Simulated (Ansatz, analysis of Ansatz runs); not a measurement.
# Hyperfine coupling of the NV- centre in 3C-SiC (HSE06 on PBE structures)

Subject: NV- centre in 3C-SiC. Wanted: its hyperfine coupling, in one set-up (HSE06 on PBE structures, 64-site cell, PBE lattice, 420 eV, k: 2x2x2 shifted 0.5 0.5 0.5 then the zone centre alone). The model is a cell of 64 host atoms with 1 site emptied and N put on another atom's site. The isotropic coupling follows from the spin density at the nucleus, the nuclear g-factor and the total spin. Exact exchange opens the gap, stiffens bonds and lessens the self-interaction error, at many times the cost.

What was measured. 14N, isotropic part (sign not measured) (size measured, sign taken from theory): -1.26 MHz, by EPR (quoted in “Characterization and formation of NV centers in 3C, 4H and 6H SiC: an ab initio study”, 2017, A. Csóré et al., quoting earlier work (2016)). The calculation is set beside it at the end.

Program: Ansatz 0.2.0. Level of theory: plane-wave PAW DFT, PBE; relaxation of all atoms of a defect supercell. Results are calculated unless marked as measured.

### Step 1. The structure

The cell holds 63 atoms: 31 Si, 31 C and 1 N. Its edges and angles: a = 8.759 Å, b = 8.759 Å, c = 8.759 Å, α = 90.0°, β = 90.0°, γ = 90.0°. It derives from SiC (space group F-43m). Nearest the centre at fractional (0.500, 0.500, 0.500): C23 at 1.90 Å, N16 at 1.90 Å, C60 at 1.90 Å, C38 at 1.90 Å, Si28 at 3.10 Å, Si27 at 3.10 Å, Si19 at 3.10 Å, Si12 at 3.10 Å. The cell carries charge −1.

The host's primitive cell comes from a first run (plane-wave PAW DFT, PBE; relaxation of the host's cell and atoms): vectors of 3.097, 3.097 and 3.097 Å. That is 10.50 Å³ an atom, 1.5 % over the diffraction cell's volume. The supercell is built on it.

### Step 2. Relaxation, charge −1

Every later number rests on the structure around the defect, so the atoms are relaxed at the host's lattice first.

Contents of relax/input.yaml:

```yaml
relax:
  f_tol: 0.02
  max_steps: 80
  random_displacement: { amplitude: 0.02, seed: 938 }
crystal:
  lattice:
    - [8.7594568, 0.0, 0.0]
    - [0.0, 0.0, -8.7594568]
    - [0.0, 8.7594568, 0.0]
  atoms:
    - { symbol: Si, position: [0.0, 0.0, 0.0] }
    - { symbol: Si, position: [0.0, 0.25, 0.25] }
    - { symbol: Si, position: [0.25, 0.0, 0.25] }
    - { symbol: Si, position: [0.25, 0.25, 0.0] }
    - { symbol: C, position: [0.125, 0.125, 0.125] }
    - { symbol: C, position: [0.125, 0.375, 0.375] }
    - { symbol: C, position: [0.375, 0.125, 0.375] }
    - { symbol: C, position: [0.375, 0.375, 0.125] }
    - { symbol: Si, position: [0.0, 0.0, 0.5] }
    - { symbol: Si, position: [0.0, 0.25, 0.75] }
    - { symbol: Si, position: [0.25, 0.0, 0.75] }
    - { symbol: Si, position: [0.25, 0.25, 0.5] }
    - { symbol: C, position: [0.125, 0.125, 0.625] }
    - { symbol: C, position: [0.125, 0.375, 0.875] }
    - { symbol: C, position: [0.375, 0.125, 0.875] }
    - { symbol: "N", position: [0.375, 0.375, 0.625] }
    - { symbol: Si, position: [0.0, 0.5, 0.0] }
    - { symbol: Si, position: [0.0, 0.75, 0.25] }
    - { symbol: Si, position: [0.25, 0.5, 0.25] }
    - { symbol: Si, position: [0.25, 0.75, 0.0] }
    - { symbol: C, position: [0.125, 0.625, 0.125] }
    - { symbol: C, position: [0.125, 0.875, 0.375] }
    - { symbol: C, position: [0.375, 0.625, 0.375] }
    - { symbol: C, position: [0.375, 0.875, 0.125] }
    - { symbol: Si, position: [0.0, 0.5, 0.5] }
    - { symbol: Si, position: [0.0, 0.75, 0.75] }
    - { symbol: Si, position: [0.25, 0.5, 0.75] }
    - { symbol: Si, position: [0.25, 0.75, 0.5] }
    - { symbol: C, position: [0.125, 0.625, 0.625] }
    - { symbol: C, position: [0.125, 0.875, 0.875] }
    - { symbol: C, position: [0.375, 0.625, 0.875] }
    - { symbol: C, position: [0.375, 0.875, 0.625] }
    - { symbol: Si, position: [0.5, 0.0, 0.0] }
    - { symbol: Si, position: [0.5, 0.25, 0.25] }
    - { symbol: Si, position: [0.75, 0.0, 0.25] }
    - { symbol: Si, position: [0.75, 0.25, 0.0] }
    - { symbol: C, position: [0.625, 0.125, 0.125] }
    - { symbol: C, position: [0.625, 0.375, 0.375] }
    - { symbol: C, position: [0.875, 0.125, 0.375] }
    - { symbol: C, position: [0.875, 0.375, 0.125] }
    - { symbol: Si, position: [0.5, 0.0, 0.5] }
    - { symbol: Si, position: [0.5, 0.25, 0.75] }
    - { symbol: Si, position: [0.75, 0.0, 0.75] }
    - { symbol: Si, position: [0.75, 0.25, 0.5] }
    - { symbol: C, position: [0.625, 0.125, 0.625] }
    - { symbol: C, position: [0.625, 0.375, 0.875] }
    - { symbol: C, position: [0.875, 0.125, 0.875] }
    - { symbol: C, position: [0.875, 0.375, 0.625] }
    - { symbol: Si, position: [0.5, 0.5, 0.0] }
    - { symbol: Si, position: [0.5, 0.75, 0.25] }
    - { symbol: Si, position: [0.75, 0.5, 0.25] }
    - { symbol: Si, position: [0.75, 0.75, 0.0] }
    - { symbol: C, position: [0.625, 0.625, 0.125] }
    - { symbol: C, position: [0.625, 0.875, 0.375] }
    - { symbol: C, position: [0.875, 0.625, 0.375] }
    - { symbol: C, position: [0.875, 0.875, 0.125] }
    - { symbol: Si, position: [0.5, 0.75, 0.75] }
    - { symbol: Si, position: [0.75, 0.5, 0.75] }
    - { symbol: Si, position: [0.75, 0.75, 0.5] }
    - { symbol: C, position: [0.625, 0.625, 0.625] }
    - { symbol: C, position: [0.625, 0.875, 0.875] }
    - { symbol: C, position: [0.875, 0.625, 0.875] }
    - { symbol: C, position: [0.875, 0.875, 0.625] }
total_charge: -1
basis:
  ecutwfc: 420
  xc_grid: 2
hamiltonian:
  xc: pbe
kpoints:
  mp_grid: { grid: [2, 2, 2], shift: [0.5, 0.5, 0.5] }
magnetization:
  spin_polarized: true
  initial_magnetization: 2
  spin_locking: { lock_magnetization: hard }
scf:
  occupations: { method: fermi_dirac, width: 0.01 }
  max_iter: 120
output:
  forces: true
checkpoint:
  write: "../relax.run"
  compress: false
  write_wavefunctions: true
  write_every: 100000
```

Started as:

```
> ansatz run input.yaml --threads 2 --pin off --max-ram 3768MiB --backend cpu --events-out ev --progress --plain --runs-dir out
```

Numbers of over 12 decimals in the logs are rounded to 6 here.

The program printed:

```text
[... repeated set-up lines and file paths are left out, and long positions are rounded to six places ...]
Engine: ansatz 0.2.0, x86_64-unknown-linux-gnu
Pseudopotentials: kind: paw
Pseudopotential: Si, paw, valence charge 4, recommended cutoff 420 eV (normal), Si.paw.azcp
Pseudopotential: C, paw, valence charge 4, recommended cutoff 420 eV (normal), C.paw.azcp
Pseudopotential: N, paw, valence charge 5, recommended cutoff 420 eV (normal), N.paw.azcp
Functional definition: PBE
  parameter kappa = 0.804
  parameter beta = 0.066725
  exchange = pbe_x(kappa = kappa, mu = beta*pi^2/3)
  correlation = pbe_c(beta = beta)
Crystal: 63 atoms, lattice volume = 672.096 Å³
Basis set: ecut = 420 eV, 13205 PW (Γ), exchange–correlation on 120×120×120 points (8 copies of the dense FFT grid, shifted against one another)
Bands: 191, of which v1, the nominal top of the filled ones, is band 127 counted from 1 (126 counted from 0)
Symmetry: 1 space group operations
k-points: 4 of 8 (time reversal used)
Non-local potential: Si, projectors of the file, l = 0: 2, l = 1: 2, l = 2: 2
Non-local potential: C, projectors of the file, l = 0: 2, l = 1: 2, l = 2: 1
Non-local potential: N, projectors of the file, l = 0: 2, l = 1: 2, l = 2: 1
PAW form: soft (Blöchl's): semilocal exchange-correlation on the pseudo side does not see the compensation charge
PAW one-centre angular grid: Si, 110 points (default); XC on 64 Gauss nodes
PAW one-centre angular grid: C, 110 points (default); XC on 64 Gauss nodes
PAW one-centre angular grid: N, 110 points (default); XC on 64 Gauss nodes
Initial density: superposition of atomic densities (chi_scale 0.1, normalization cell, long waves kept (reshape's long-wave potential 0.29 eV rms))
Starting moments: Σ|m| = 2 μB on 63 of 63 sites
Initial wavefunctions: pseudopotential atomic-orbital guess
Functional: x = pbe(κ = 0.804, μ = 0.219515), c = pbe(β = 0.066725)
SCF iter   1: F=—  HF=-27923.742122 eV  |F-HF|=—  |Δ(HF+E_count)|=         —  Δρ=7.46e-2 (↑7.33e-2 ↓7.46e-2)  dr2=1.88e2  dr2_m=5.85e-1  M=2.000 μB ∫|m|=2.018 μB  β_m=0.30  ethr=3.10e-3  ⟨swp⟩=6.0  Hψ=6484  notcnv=0  defer=334
preconditioner: auto → Resta (q_TF=auto, 2.320 Å⁻¹)  ε∞=4.3  [insulator: Δε(μ)=0.031 eV  Ē_g=12.558 eV  σ=0.010 eV  W_gap=0.64  n_scr=146 (ndim 8)  ℏωp=22.8 eV  f_vac=0.000  D(μ)=9.61/eV (n_scr^D=56)  ε∞_Penn≈4.3]
spin=Collinear: Resta preconditioning applied to the charge; magnetization (m = ρ↑ − ρ↓) channel mixes plain (no charge-response kernel on spin).
SCF iter   2: F=—  HF=-27885.403483 eV  |F-HF|=—  |Δ(HF+E_count)|=    3.83e1  Δρ=4.15e-2 (↑4.06e-2 ↓4.15e-2)  dr2=5.28e1  dr2_m=3.35e-1  M=2.000 μB ∫|m|=2.039 μB  β_m=0.45  ethr=3.10e-3  ⟨swp⟩=3.0  Hψ=2852  notcnv=0  defer=468
SCF iter   3: F=—  HF=-27871.669677 eV  |F-HF|=—  |Δ(HF+E_count)|=    1.37e1  Δρ=1.73e-2 (↑1.52e-2 ↓1.73e-2)  dr2=7.38e0  dr2_m=5.30e-2  M=2.000 μB ∫|m|=2.103 μB  β_m=0.44  ethr=3.10e-3  ⟨swp⟩=3.1  Hψ=2346  notcnv=0  defer=468
SCF iter   4: F=—  HF=-27870.744195 eV  |F-HF|=—  |Δ(HF+E_count)|=   9.25e-1  Δρ=8.10e-3 (↑8.03e-3 ↓8.10e-3)  dr2=1.08e0  dr2_m=1.51e-2  M=2.000 μB ∫|m|=2.098 μB  β_m=0.66  ethr=2.91e-3  ⟨swp⟩=2.0  Hψ=2053  notcnv=0  defer=468
SCF iter   5: F=—  HF=-27870.730687 eV  |F-HF|=—  |Δ(HF+E_count)|=   1.35e-2  Δρ=2.10e-3 (↑1.40e-3 ↓2.10e-3)  dr2=1.16e-1  dr2_m=2.23e-3  M=2.000 μB ∫|m|=2.139 μB  β_m=0.61  ethr=4.24e-4  ⟨swp⟩=2.6  Hψ=2082  notcnv=0  defer=468
SCF iter   6: F=—  HF=-27870.725105 eV  |F-HF|=—  |Δ(HF+E_count)|=   5.58e-3  Δρ=1.02e-3 (↑6.01e-4 ↓1.02e-3)  dr2=1.64e-2  dr2_m=8.28e-4  M=2.000 μB ∫|m|=2.144 μB  β_m=0.68  ethr=4.58e-5  ⟨swp⟩=2.5  Hψ=1901  notcnv=0  defer=468
SCF iter   7: F=—  HF=-27870.727881 eV  |F-HF|=—  |Δ(HF+E_count)|=   2.78e-3  Δρ=4.42e-4 (↑2.60e-4 ↓4.42e-4)  dr2=2.44e-3  dr2_m=2.95e-4  M=2.000 μB ∫|m|=2.148 μB  β_m=0.78  ethr=6.47e-6  ⟨swp⟩=2.0  Hψ=2375  notcnv=0  defer=468
SCF iter   8: F=—  HF=-27870.728291 eV  |F-HF|=—  |Δ(HF+E_count)|=   4.10e-4  Δρ=1.67e-4 (↑9.47e-5 ↓1.67e-4)  dr2=5.20e-4  dr2_m=3.80e-5  M=2.000 μB ∫|m|=2.149 μB  β_m=0.78  ethr=9.60e-7  ⟨swp⟩=2.1  Hψ=2309  notcnv=0  defer=468
SCF iter   9: F=—  HF=-27870.728328 eV  |F-HF|=—  |Δ(HF+E_count)|=   3.71e-5  Δρ=4.58e-5 (↑2.15e-5 ↓4.58e-5)  dr2=2.99e-5  dr2_m=3.98e-6  M=2.000 μB ∫|m|=2.150 μB  β_m=0.79  ethr=2.05e-7  ⟨swp⟩=2.0  Hψ=1872  notcnv=0  defer=468
SCF iter  10: F=—  HF=-27870.728329 eV  |F-HF|=—  |Δ(HF+E_count)|=   1.60e-6  Δρ=1.76e-5 (↑1.15e-5 ↓1.76e-5)  dr2=5.95e-6  dr2_m=6.21e-7  M=2.000 μB ∫|m|=2.150 μB  β_m=0.73  ethr=3.94e-9  ⟨swp⟩=4.5  Hψ=3959  notcnv=0
SCF iter  11: F=—  HF=-27870.728329 eV  |F-HF|=—  |Δ(HF+E_count)|=   3.16e-7  Δρ=8.06e-6 (↑4.92e-6 ↓8.06e-6)  dr2=8.49e-7  dr2_m=1.68e-7  M=2.000 μB ∫|m|=2.150 μB  β_m=0.77  ethr=2.34e-9  ⟨swp⟩=3.5  Hψ=3370  notcnv=0
SCF iter  12: F=-27870.728329 eV  HF=-27870.728329 eV  |F-HF|=2.21e-8  |Δ(HF+E_count)|=   7.64e-8  Δρ=1.92e-6 (↑1.62e-6 ↓1.92e-6)  dr2=7.39e-8  dr2_m=5.76e-9  M=2.000 μB ∫|m|=2.150 μB  ethr=3.34e-10  ⟨swp⟩=3.2  Hψ=2721  notcnv=0
SCF 1 converged in 12 iterations: F = -27870.728329 eV  dr2 = 7.39e-8
  greatest PAW one-centre occupation: 0.793 electrons in one spin orbital (limit 2), on the N atom at site 15 (counted from 0), in its partial waves of l = 0
relax step   1: F+E_penalty+E_count = -27870.72832906 eV  Δ(F+E_penalty+E_count) = +0.000e0 eV  max|allowed force component| = 1.648e0 eV/Å  Δτ_max = 0.0000 Å  (12 SCF iters, dr2 threshold 1.00e-5 eV, accepted)
[... the SCF cycles and remarks between the steps are left out from here to the last step ...]
relax step   2: F+E_penalty+E_count = -27871.70548018 eV  Δ(F+E_penalty+E_count) = -9.772e-1 eV  max|allowed force component| = 9.286e-1 eV/Å  Δτ_max = 0.1512 Å  (6 SCF iters, dr2 threshold 1.00e-4 eV, accepted)
relax step   3: F+E_penalty+E_count = -27872.03174248 eV  Δ(F+E_penalty+E_count) = -3.263e-1 eV  max|allowed force component| = 2.536e-1 eV/Å  Δτ_max = 0.0693 Å  (6 SCF iters, dr2 threshold 5.39e-5 eV, accepted)
relax step   4: F+E_penalty+E_count = -27872.03077844 eV  Δ(F+E_penalty+E_count) = +9.640e-4 eV  max|allowed force component| = 2.057e-1 eV/Å  Δτ_max = 0.0483 Å  (6 SCF iters, dr2 threshold 4.79e-6 eV, rejected (line search))
SCF iter   1: F=—  HF=-27872.043059 eV  |F-HF|=—  |Δ(HF+E_count)|=         —  Δρ=5.18e-4 (↑4.96e-4 ↓5.18e-4)  dr2=8.08e-3  dr2_m=9.68e-5  M=2.000 μB ∫|m|=2.142 μB  β_m=0.30  ethr=3.73e-5  ⟨swp⟩=5.6  Hψ=4298  notcnv=0  defer=464
SCF iter   2: F=—  HF=-27872.041995 eV  |F-HF|=—  |Δ(HF+E_count)|=   1.06e-3  Δρ=3.62e-4 (↑3.48e-4 ↓3.62e-4)  dr2=3.33e-3  dr2_m=5.09e-5  M=2.000 μB ∫|m|=2.143 μB  β_m=0.58  ethr=3.18e-6  ⟨swp⟩=1.0  Hψ=1760  notcnv=0  defer=468
SCF iter   3: F=—  HF=-27872.041292 eV  |F-HF|=—  |Δ(HF+E_count)|=   7.03e-4  Δρ=7.43e-5 (↑7.00e-5 ↓7.43e-5)  dr2=1.06e-4  dr2_m=2.28e-6  M=2.000 μB ∫|m|=2.143 μB  β_m=0.61  ethr=1.31e-6  ⟨swp⟩=2.0  Hψ=2084  notcnv=0  defer=468
SCF iter   4: F=—  HF=-27872.041304 eV  |F-HF|=—  |Δ(HF+E_count)|=   1.24e-5  Δρ=2.91e-5 (↑2.67e-5 ↓2.91e-5)  dr2=1.46e-5  dr2_m=3.03e-7  M=2.000 μB ∫|m|=2.143 μB  β_m=0.70  ethr=4.17e-8  ⟨swp⟩=2.0  Hψ=2076  notcnv=0  defer=468
SCF iter   5: F=—  HF=-27872.040906 eV  |F-HF|=—  |Δ(HF+E_count)|=   3.98e-4  Δρ=7.98e-6 (↑5.53e-6 ↓7.98e-6)  dr2=1.44e-6  dr2_m=4.26e-8  M=2.000 μB ∫|m|=2.143 μB  β_m=0.70  ethr=5.76e-9  ⟨swp⟩=2.0  Hψ=2076  notcnv=0  defer=468
SCF iter   6: F=—  HF=-27872.040906 eV  |F-HF|=—  |Δ(HF+E_count)|=   1.41e-7  Δρ=3.02e-6 (↑2.67e-6 ↓3.02e-6)  dr2=2.34e-7  dr2_m=5.02e-9  M=2.000 μB ∫|m|=2.143 μB  β_m=0.72  ethr=5.69e-10  ⟨swp⟩=2.0  Hψ=2076  notcnv=0  defer=468
SCF iter   7: F=-27872.040906 eV  HF=-27872.040906 eV  |F-HF|=3.83e-9  |Δ(HF+E_count)|=   3.54e-8  Δρ=1.27e-6 (↑1.02e-6 ↓1.27e-6)  dr2=4.02e-8  dr2_m=1.24e-9  M=2.000 μB ∫|m|=2.143 μB  ethr=3.94e-11  ⟨swp⟩=4.0  Hψ=3795  notcnv=0
SCF 5 converged in 7 iterations: F = -27872.040906 eV  dr2 = 4.02e-8
relax step   5: F+E_penalty+E_count = -27872.04090626 eV  Δ(F+E_penalty+E_count) = -9.164e-3 eV  max|allowed force component| = 6.449e-3 eV/Å  Δτ_max = 0.0169 Å  (7 SCF iters, accepted)
NSCF: frozen V_eff on 4 k-points
the band table was solved once a step of the walk had ended and its energy, with any forces and stress, was formed, with the checks that follow a solve (7710 applications of the Hamiltonian). They found nothing against the state; [...]
SCF converged after 7 iterations
Stability checked in part: among states of this total moment the steps that led to this state did not find it unstable. No probe was made; neither looks for a lower state of another moment (fixed_total_moment; see scf.lower_state_search)
Magnetization: 2.0000 μB (128.0000 up, 126.0000 down)
Absolute magnetization: 2.1453 μB (∫|ρ↑−ρ↓|, with the PAW one-centre terms)
Spin contamination: 0.0118 ħ² per cell (⟨S²⟩ above its minimum at these occupations)
Per-site moments (μB) at R_I (Å): [(4.452978205521767e-5, 0.780760), (-0.000279257, 0.781738), (-0.000279214, 0.781667), [... 60 left out ...]
Free energy (F): -27872.040906 eV
Harris-Foulkes:  -27872.040906 eV  (|F-HF|=3.83e-9)
Internal energy: -27872.040906 eV  (E = F + TS)
E sigma→0 (E₀):  -27872.040906 eV
Fermi energy:    9.815551 (↑ 10.416728, ↓ 9.762783) eV
--- Per-component energies (eV) ---
  E_band       = 789.399501
  E_kinetic    = 4323.675214
  E_local      = -3692.637206  (includes V_loc(G=0)·N_el)
  E_nonlocal   = 1651.615383
  E_hartree    = 1137.043426
  E_xc         = -3329.223556
  E_vxc        = -3464.533843  (∫ρ·V_xc dr)
  E_paw        = -19100.402129  (= ΣΔE_a)
  E_vpaw       = -302.805548  (= ΣTr[D̂ρ^β])
  E_aug_tail   = 0.000459  (compensation charges beyond the density's cutoff)
  E_ewald      = -8862.112498
  E_smearing   = -0.000000  (= −TS)
  E_closure    = -0.000000  (closes the sum)
  E_deformation_potential = -17.411678  (in the stress; not in F)
  Σ components = -27872.040906   (vs F -27872.040906, Δ=0.00e0)
--- Forces (eV/Å), atoms counted from 1 ---
  atom   1  Si    -0.00103621     0.00215769     0.00081428
  atom   2  Si    -0.00246212    -0.00154251    -0.00035755
  [... 3 atoms left out ...]
  atom   6  C     -0.00152243     0.00008032    -0.00249871
  atom   7  C     -0.00044870     0.00194418     0.00249227
  [... 4 atoms left out ...]
  atom  12  Si     0.00120231    -0.00048689     0.00253189
  [... 3 atoms left out ...]
  atom  16  N     -0.00409254     0.00386811    -0.00147001
  [... 6 atoms left out ...]
  atom  23  C     -0.00301621    -0.00178160    -0.00198951
  [... 3 atoms left out ...]
  atom  27  Si     0.00107605    -0.00217433     0.00320678
  [... 10 atoms left out ...]
  atom  38  C      0.00123715    -0.00020200     0.00151764
  [... 3 atoms left out ...]
  atom  42  Si    -0.00229454     0.00035394     0.00121631
  [... 2 atoms left out ...]
  atom  45  C      0.00174653    -0.00005523     0.00434079
  [... 14 atoms left out ...]
  atom  60  C      0.00135368     0.00459156    -0.00001169
  [... 3 atoms left out ...]
  max |Σ_I F_I| component: 4.90e-5 eV/Å
--- Band table (eV; the first three rows and the last of 8) ---
  k-point 0 ↑: bands = ["-6.7645", "-5.8759", "-5.2648", "-5.1724", [... 183 left out ...] "16.9608", "16.9650", "16.9811", "17.0027"]
  k-point 1 ↑: bands = ["-6.7674", "-5.8421", "-5.2647", "-5.2646", [... 183 left out ...] "16.8509", "16.9650", "16.9882", "16.9883"]
  [... further k-points left out ...]
--- Relaxed structure (5 steps of the walk, 4 accepted, 0 SCFs on fresh bases) ---
  F+E_penalty+E_count = -27872.04090626 eV   max|allowed force component| = 6.449e-3 eV/Å
  atoms:
    - { symbol: Si, position: [-0.000106, -0.000221, 0.000183] }
    - { symbol: Si, position: [0.000313, 0.250323, 0.251322] }
    [... 3 atoms left out ...]
    - { symbol: C, position: [0.127447, 0.374982, 0.377659] }
    - { symbol: C, position: [0.375093, 0.127331, 0.377649] }
    [... 4 atoms left out ...]
    - { symbol: Si, position: [0.251600, 0.251500, 0.505406] }
    [... 3 atoms left out ...]
    - { symbol: N, position: [0.359170, 0.359030, 0.640915] }
    [... 6 atoms left out ...]
    - { symbol: C, position: [0.366968, 0.635519, 0.364453] }
    [... 3 atoms left out ...]
    - { symbol: Si, position: [0.251604, 0.494573, 0.748476] }
    [... 10 atoms left out ...]
    - { symbol: C, position: [0.635696, 0.366771, 0.364385] }
    [... 3 atoms left out ...]
    - { symbol: Si, position: [0.494685, 0.251493, 0.748479] }
    [... 2 atoms left out ...]
    - { symbol: C, position: [0.622418, 0.127339, 0.624991] }
    [... 14 atoms left out ...]
    - { symbol: C, position: [0.635640, 0.635537, 0.633131] }
    [... 3 atoms left out ...]
```

Elapsed: 3 min, on 2 threads of AMD EPYC 9R14 (Zen 4), shared host; peak memory 2.1 GiB; 6 min of CPU time.

The steps of the relaxation:

```csv
step,energy less that of the first step (eV),largest force component (eV/Å)
1,0.0000,1.6480
2,-0.9772,0.9286
3,-1.3034,0.2536
4,-1.3024,0.2057
5,-1.3126,0.0064
```

Relaxation step 4 was tried and not accepted.

The atoms that moved most (Å, from the sites as typed, ahead of the random displacement):

```csv
atom,dx,dy,dz,length
N16,-0.139,0.139,0.139,0.240
C38,0.094,-0.094,0.071,0.150
C60,0.093,0.070,-0.093,0.150
C23,-0.070,-0.093,-0.093,0.149
Si12,0.014,0.047,-0.014,0.051
Si42,-0.046,-0.014,-0.014,0.051
Si27,0.014,-0.014,0.046,0.051
C45,-0.022,-0.001,-0.022,0.031
```

Neighbours of the ideal centre at the end:

```csv
atom,distance (Å)
C23,2.044
C60,2.045
C38,2.046
N16,2.138
Si28,3.067
Si19,3.067
Si57,3.067
Si34,3.068
Si58,3.068
Si44,3.068
Si27,3.078
Si12,3.078
Si42,3.079
Si50,3.085
Si59,3.085
Si51,3.086
```

This step gave:

```yaml
free_energy: -27872.0409 eV
total_moment: 2 μB
integral_of_the_absolute_spin_density: 2.145 μB
spin_contamination: 0.01180
```

The relaxation ends 21 meV an atom lower than the displaced start, with a largest force component of 0.0064 eV/Å.

[end of part 1 of 2]

[Logs are printed without paths, hosts, clocks, repeated set-up lines and the standing remarks that a program may print on its own settings, such as how far it seeks lower states.]

[Hosts, paths, dates, database ids (printed as entryN), source tags and the programs' standing remarks are cut or masked in the printed files.]

[For some hosts the program warned that the k-mesh of the response run may be too coarse for force constants and the static dielectric constant; such warnings are not shown here.]
